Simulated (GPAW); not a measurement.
**How LiCl absorbs and reflects light**

Aim: the dielectric function of LiCl, and the optical constants that follow from it. The cell comes from an older database entry, whose edges can differ from later determinations, mostly by under a per cent.

Main program and level: GPAW 26.7.0; DFT, LDA, plane-wave PAW (GPAW data sets), scalar-relativistic, RPA, optical limit.

The database entry behind the starting cell differs from later determinations by our own check (0.1 to 0.3 % short, probably kX units), so it need not match the best structure at ambient conditions.

### 1. The structure

The structure is cubic, space group Fm-3m (No. 225). Conventional cell: a = 5.130 Å, b = 5.130 Å, c = 5.130 Å, α = 90.00°, β = 90.00°, γ = 90.00°. Nearest to Cl lie 6 Li at 2.56 Å. Nearest to Li lie 6 Cl at 2.56 Å. Farther neighbours and most contacts between anions are not listed.

Structure file:

```cif
data_structure
_symmetry_space_group_name_H-M 'P 1'
_symmetry_Int_Tables_number 1
_cell_length_a 3.6271
_cell_length_b 3.6271
_cell_length_c 3.6271
_cell_angle_alpha 60.000
_cell_angle_beta 60.000
_cell_angle_gamma 60.000
_cell_volume 33.74
loop_
_atom_site_label
_atom_site_type_symbol
_atom_site_fract_x
_atom_site_fract_y
_atom_site_fract_z
_atom_site_occupancy
Cl1 Cl 0.50000 0.50000 0.50000 1
Li2 Li 0.00000 0.00000 0.00000 1
```

### 2. Ground state

First the ground state: is it a metal or has it a gap?

This step: DFT, LDA, plane-wave PAW (GPAW data sets), scalar-relativistic, ground state (GPAW 26.7.0).

The input, gs.py:

```python
from ase import Atoms
from ase.dft.bandgap import bandgap
from gpaw import GPAW, PW, FermiDirac

atoms = Atoms(['Cl', 'Li'],
              cell=[[0.000000000000, 2.564770000000, 2.564770000000],
                    [2.564770000000, 0.000000000000, 2.564770000000],
                    [2.564770000000, 2.564770000000, 0.000000000000]],
              scaled_positions=[[0.500000000000, 0.500000000000, 0.500000000000],
                                [0.000000000000, 0.000000000000, 0.000000000000]],
              pbc=[True, True, True])
atoms.calc = GPAW(mode=PW(500), xc='LDA', kpts={'size': (8, 8, 8), 'gamma': True},
                  occupations=FermiDirac(0.05), maxiter=150, txt='gs.txt')
print('energy (eV)', atoms.get_potential_energy())
print('Fermi level (eV)', atoms.calc.get_fermi_level())
print('valence electrons', atoms.calc.get_number_of_electrons())
print('gap (eV)', bandgap(atoms.calc, output=None)[0])
print('direct gap (eV)', bandgap(atoms.calc, direct=True, output=None)[0])
atoms.calc.write('gs.gpw')
```

The run is started by

```sh
$ OMP_NUM_THREADS=1 python gs.py
```

Numbers of over 12 decimals in the logs are rounded to 6 here.

Output:

```text
__  _  _
 | _ |_)|_||  |
 |__||  | ||/\| - 26.7.0

Versions:
  Python: 3.12.14
  ASE:    3.29.0
  Numpy:  2.5.5
  Scipy:  1.18.1
  Libxc:  7.0.0

Input parameters:
  mode=PW(ecut=500.0),
  kpts=MonkhorstPack(size=(8, 8, 8), gamma=True),
  maxiter=150,
  occupations=Occupations(name='fermi-dirac', width=0.05, fixmagmom=False),
  xc=XC(name='LDA')

Diagonalizing LCAO Hamiltonian
Converting LCAO to pw mode

               Cl

       Li

Atoms  # Å, Bohr magnetons
|   | symbol |        x |        y |        z |    initial magnetic moments |
| 0 |     Cl | 2.564770 | 2.564770 | 2.564770 | ( 0.0000,  0.0000,  0.0000) |
| 1 |     Li | 0.000000 | 0.000000 | 0.000000 | ( 0.0000,  0.0000,  0.0000) |

Unit cell  # Å
| periodic |        x |        y |        z |  lengths |    angles |
|      yes | 0.000000 | 2.564770 | 2.564770 | 3.627133 | 60.000000 |
|      yes | 2.564770 | 0.000000 | 2.564770 | 3.627133 | 60.000000 |
|      yes | 2.564770 | 2.564770 | 0.000000 | 3.627133 | 60.000000 |

Number of symmetries: 48
Symmetry operations  # r_c * U_cc + t_c -> r_c
|    | kind |            matrix            |
|  0 |  σ   |  1, 0, 0,  1, 0,-1,  1,-1, 0 |
|  1 |  C2  |  1, 0, 0,  1,-1, 0,  1, 0,-1 |
|  2 |  E   |  1, 0, 0,  0, 1, 0,  0, 0, 1 |
|  3 |  σ   |  1, 0, 0,  0, 0, 1,  0, 1, 0 |
|  4 |  C4  |  1, 0,-1,  1, 0, 0,  1,-1, 0 |
|  5 |  S6  |  1, 0,-1,  1,-1, 0,  1, 0, 0 |
|  6 |  σ   |  1, 0,-1,  0, 1,-1,  0, 0,-1 |
|  7 |  C3  |  1, 0,-1,  0, 0,-1,  0, 1,-1 |
|  8 |  S6  |  1,-1, 0,  1, 0, 0,  1, 0,-1 |
|  9 |  C4  |  1,-1, 0,  1, 0,-1,  1, 0, 0 |
| 10 |  C3  |  1,-1, 0,  0,-1, 1,  0,-1, 0 |
| 11 |  σ   |  1,-1, 0,  0,-1, 0,  0,-1, 1 |
| 12 |  σ   |  0, 1, 0,  1, 0, 0,  0, 0, 1 |
| 13 |  C4  |  0, 1, 0,  0, 1,-1, -1, 1, 0 |
| 14 |  C3  |  0, 1, 0,  0, 0, 1,  1, 0, 0 |
| 15 |  S6  |  0, 1, 0, -1, 1, 0,  0, 1,-1 |
| 16 |  C2  |  0, 1,-1,  1, 0,-1,  0, 0,-1 |
| 17 |  σ   |  0, 1,-1,  0, 1, 0, -1, 1, 0 |
| 18 |  S4  |  0, 1,-1,  0, 0,-1,  1, 0,-1 |
| 19 |  C4  |  0, 1,-1, -1, 1, 0,  0, 1, 0 |
| 20 |  C3  |  0, 0, 1,  1, 0, 0,  0, 1, 0 |
| 21 |  σ   |  0, 0, 1,  0, 1, 0,  1, 0, 0 |
| 22 |  S6  |  0, 0, 1,  0,-1, 1, -1, 0, 1 |
| 23 |  C4  |  0, 0, 1, -1, 0, 1,  0,-1, 1 |
| 24 |  S4  |  0, 0,-1,  1, 0,-1,  0, 1,-1 |
| 25 |  C3  |  0, 0,-1,  0, 1,-1,  1, 0,-1 |
| 26 |  C2  |  0, 0,-1,  0,-1, 0, -1, 0, 0 |
| 27 |  S6  |  0, 0,-1, -1, 0, 0,  0,-1, 0 |
| 28 |  S4  |  0,-1, 1,  1,-1, 0,  0,-1, 0 |
| 29 |  C4  |  0,-1, 1,  0, 0, 1, -1, 0, 1 |
| 30 |  C2  |  0,-1, 1,  0,-1, 0,  1,-1, 0 |
| 31 |  σ   |  0,-1, 1, -1, 0, 1,  0, 0, 1 |
| 32 |  C3  |  0,-1, 0,  1,-1, 0,  0,-1, 1 |
| 33 |  S6  |  0,-1, 0,  0, 0,-1, -1, 0, 0 |
| 34 |  S4  |  0,-1, 0,  0,-1, 1,  1,-1, 0 |
| 35 |  C2  |  0,-1, 0, -1, 0, 0,  0, 0,-1 |
| 36 |  C2  | -1, 1, 0,  0, 1, 0,  0, 1,-1 |
| 37 |  S6  | -1, 1, 0,  0, 1,-1,  0, 1, 0 |
| 38 |  S4  | -1, 1, 0, -1, 0, 1, -1, 0, 0 |
| 39 |  C3  | -1, 1, 0, -1, 0, 0, -1, 0, 1 |
| 40 |  S6  | -1, 0, 1,  0, 0, 1,  0,-1, 1 |
| 41 |  C2  | -1, 0, 1,  0,-1, 1,  0, 0, 1 |
| 42 |  C3  | -1, 0, 1, -1, 1, 0, -1, 0, 0 |
| 43 |  S4  | -1, 0, 1, -1, 0, 0, -1, 1, 0 |
| 44 |  C2  | -1, 0, 0,  0, 0,-1,  0,-1, 0 |
| 45 |  i   | -1, 0, 0,  0,-1, 0,  0, 0,-1 |
| 46 |  σ   | -1, 0, 0, -1, 1, 0, -1, 0, 1 |
| 47 |  C2  | -1, 0, 0, -1, 0, 1, -1, 1, 0 |

BZ-sampling:
  Number of BZ points: 512
  Number of IBZ points: 29

  Monkhorst-Pack size: [8, 8, 8]
  Monkhorst-Pack shift: [0.0625, 0.0625, 0.0625]

K-points  # in reciprocal-cell coordinates
|     |                                coordinates |     weight |
|   0 | (  0.00000000,   0.00000000,   0.00000000) | 0.00195312 |
|   1 | (  0.12500000,   0.12500000,   0.00000000) | 0.01171875 |
|   2 | (  0.12500000,   0.12500000,   0.12500000) | 0.01562500 |
|   3 | (  0.25000000,   0.12500000,   0.12500000) | 0.02343750 |
|   4 | (  0.25000000,   0.25000000,   0.00000000) | 0.01171875 |
|   5 | (  0.25000000,   0.25000000,   0.12500000) | 0.04687500 |
|   6 | (  0.25000000,   0.25000000,   0.25000000) | 0.01562500 |
|   7 | (  0.37500000,   0.25000000,  -0.37500000) | 0.04687500 |
|   8 | (  0.37500000,   0.25000000,   0.12500000) | 0.04687500 |
|   9 | (  0.37500000,   0.25000000,   0.25000000) | 0.04687500 |
| ... |                                            |            |
|  28 | (  0.50000000,   0.50000000,   0.50000000) | 0.00781250 |

Plane wave coefficients: 877
Cutoff: 500.0 eV

Spin-components: 1 (collinear spins)
Bands:           8
Projectors:      8
Spin-degeneracy: 2
Datatype:        complex128

Parallelization:
  kpt:    1
  domain: 1
  band:   1

Density:
  Valence electrons: 8.0
  Components: 1
  Grid points: [20 20 20]
  Charge: 0.0  # |e|

Potential:
  Grid points: [20 20 20]

species:
  Cl:
    name:    Chlorine
    id:
    Z:       17.0
    valence: 7
    core:    10
    charge:  0.0  # [|e|]
    compensation charges:
      type: gauss
      rc: 0.25  # [Å]
      lmax: 2
    cutoffs:
      filter: 1.40  # [Å]
      core: 1.49  # [Å]
    projectors
    | kind |    occ | energy [eV] | rcut [Å] |
    |   3s |  2.000 |     -20.688 |    0.794 |
    |   3p |  5.000 |      -8.701 |    0.794 |
    |    s |        |       6.523 |    0.794 |
    |    p |        |      18.511 |    0.794 |
    |    d |        |       0.000 |    0.794 |

    Using partial waves for Cl as LCAO basis

  Li:
    name:    Lithium
    id:
    Z:       3.0
    valence: 1
    core:    2
    charge:  0.0  # [|e|]
    compensation charges:
      type: gauss
      rc: 0.33  # [Å]
      lmax: 2
    cutoffs:
      filter: 1.91  # [Å]
      core: 2.55  # [Å]
    projectors
    | kind |    occ | energy [eV] | rcut [Å] |
    |   2s |  1.000 |      -2.874 |    1.058 |
    |   2p |  0.000 |      -1.126 |    1.058 |
    |    s |        |      24.338 |    1.058 |

    Using partial waves for Li as LCAO basis

Reference energy: -12718.738429  # eV

eigensolver:
  PPCG
  Converge bands: occupied
  niter=2

density mixing:
  MSR1-Mixer
  Pratt-step length: 0.05
  Maximum mixing coefficient: 0.75
  Old densities: 10
  SVD Regularization: 0.005
  Good broyden scale: 1.0
  Trust region scale: 1.0
  Backstep threshold: 4.0
  History deletion threshold: 6.0
  Fourier metric: weight=20.0, sigma=0.015

occupation numbers:
  Fermi-Dirac:
    width: 0.0500  # eV

poisson solver:
  ecut: 4000.0  # eV

xc functional:
  name: None

convergence criteria:
- Maximum [total energy] change in last 3 cyles: 0.0005 eV / valence electron
- Maximum integral of absolute [dens]ity change: 0.0001 electrons / valence electron
- Maximum integral of absolute [eigenst]ate change: 4e-08 eV^2 / valence electron
maximum number of iterations: 150

SCF iterations
|iter     |      energy | eigst |  dens |
|iter:   1||   -8.019577 | -0.84 |       |
|iter:   2||   -8.019066 | -2.69 | -1.33 |
|iter:   3||   -8.013659 | -3.10 | -1.36 |
|iter:   4||   -8.014119 | -4.04 | -2.00 |
|iter:   5||   -8.014144c| -5.32 | -2.83 |
|iter:   6||   -8.014146c| -6.38 | -3.33 |
|iter:   7||   -8.014147c| -7.93c| -4.54c|

Converged in 7 steps
SCF loop duration: 2.303 s (0.329 s/step)
Energy contributions relative to reference atoms: (reference = -12718.738429)

Energy contributions:
  Kinetic:           6.823897
  Coulomb:          -7.358347
  Zero:              0.010064
  External:          0.000000
  Xc:               -7.489761
  Entropy:           0.000000
  Spinorbit:         0.000000
  ----------------------------
  Free energy:      -8.014147
  Extrapolated:     -8.014147

dipole moment: (-2.971092, -2.971092, -2.971092)  # |e|*Ang

Fermi level: 3.398
Eigenvalues  # (at kpt = [0.000, 0.000, 0.000])
| band index |      eig [eV] | occ [0-2] |
|          0 |       -12.811 |     2.000 |
|          1 |         0.540 |     2.000 |
|          2 |         0.540 |     2.000 |
|          3 |         0.540 |     2.000 |
|          4 |         6.528 |     0.000 |
|          5 |        14.697 |     0.000 |
|          6 |        14.697 |     0.000 |
|          7 |        14.697 |     0.000 |

Gap: 5.988 eV
Transition (v -> c):
  (s=0, k=0, n=3, [0.00, 0.00, 0.00]) -> (s=0, k=0, n=4, [0.00, 0.00, 0.00])
No difference between direct/indirect transitions

--- standard output ---
energy (eV) -8.014147
Fermi level (eV) 3.398298
valence electrons 8.0
gap (eV) 5.988259
direct gap (eV) 5.988259
```

It took 3.8 s on 1 thread of Arm Neoverse V1, shared host; peak memory 0.13 GiB.

Numbers from this step:

* energy: -8.014 eV
* Fermi energy: 3.398 eV
* gap on the k-mesh: 5.988 eV
* direct gap on the mesh: 5.988 eV
* electrons: 8

There is a gap, 5.99 eV on this mesh (points off the mesh can give less), so no carriers' term is needed.

### 3. Bands for the response

At the fixed density, many empty bands are solved on the mesh of the response, since the spectrum sums over them.

This step: DFT, LDA, plane-wave PAW (GPAW data sets), scalar-relativistic, bands at fixed density (GPAW 26.7.0).

The input, nscf.py:

```python
from ase.dft.bandgap import bandgap
from gpaw import GPAW, FermiDirac

calc = GPAW('gs.gpw').fixed_density(kpts={'size': (13, 13, 13), 'gamma': True}, nbands=29, convergence={'bands': 23},
                                    occupations=FermiDirac(0.001), txt='nscf.txt')
print('gap (eV)', bandgap(calc, output=None)[0])
print('direct gap (eV)', bandgap(calc, direct=True, output=None)[0])
print('top band over the Fermi level (eV)', min(calc.get_eigenvalues(kpt=k)[22] for k in range(len(calc.get_ibz_k_points()))) - calc.get_fermi_level())
calc.write('full.gpw', mode='all')
```

The run is started by

```sh
$ OMP_NUM_THREADS=1 python nscf.py
```

Output:

```text
Diagonalizing LCAO Hamiltonian
Converting LCAO to pw mode
convergence criteria:
- Maximum integral of absolute [eigenst]ate change: 4e-08 eV^2 / valence electron
maximum number of iterations: 150

SCF iterations
|iter     |      energy | eigst |  dens |
|iter:   1||             | +3.42 |       |
|iter:   2||             | +1.77 |       |
|iter:   3||             | -0.56 |       |
|iter:   4||             | -2.21 |       |
|iter:   5||             | -4.00 |       |
|iter:   6||             | -5.48 |       |
|iter:   7||             | -6.94 |       |
|iter:   8||             | -7.78c|       |
SCF steps: 8
  __  _  _
 | _ |_)|_||  |
 |__||  | ||/\| - 26.7.0

Versions:
  Python: 3.12.14
  ASE:    3.29.0
  Numpy:  2.5.5
  Scipy:  1.18.1
  Libxc:  7.0.0

Input parameters:
  mode=PW(ecut=500.0),
  convergence={'bands': 23},
  gpts=array([20, 20, 20]),
  kpts=MonkhorstPack(size=(13, 13, 13), gamma=True),
  maxiter=150,
  nbands=29,
  occupations=Occupations(name='fermi-dirac', width=0.001, fixmagmom=False),
  parallel={},
  xc=XC(name='LDA')

--- standard output ---
gap (eV) 5.982322
direct gap (eV) 5.988259
top band over the Fermi level (eV) 30.580878
```

Elapsed: 27 s, on 1 thread; peak memory 0.18 GiB.

This step gave:

| Property | Result |
| --- | --- |
| gap on the k-mesh | 5.982 eV |

[end of part 1 of 2]

[Machine, clock and banner lines and Python warnings are left out of the logs.]

[Logs are printed without paths, hosts, clocks, repeated set-up lines and the standing remarks that a program may print on its own settings, such as how far it seeks lower states.]

[Hosts, paths, dates, database ids (printed as entryN), source tags and the programs' standing remarks are cut or masked in the printed files.]
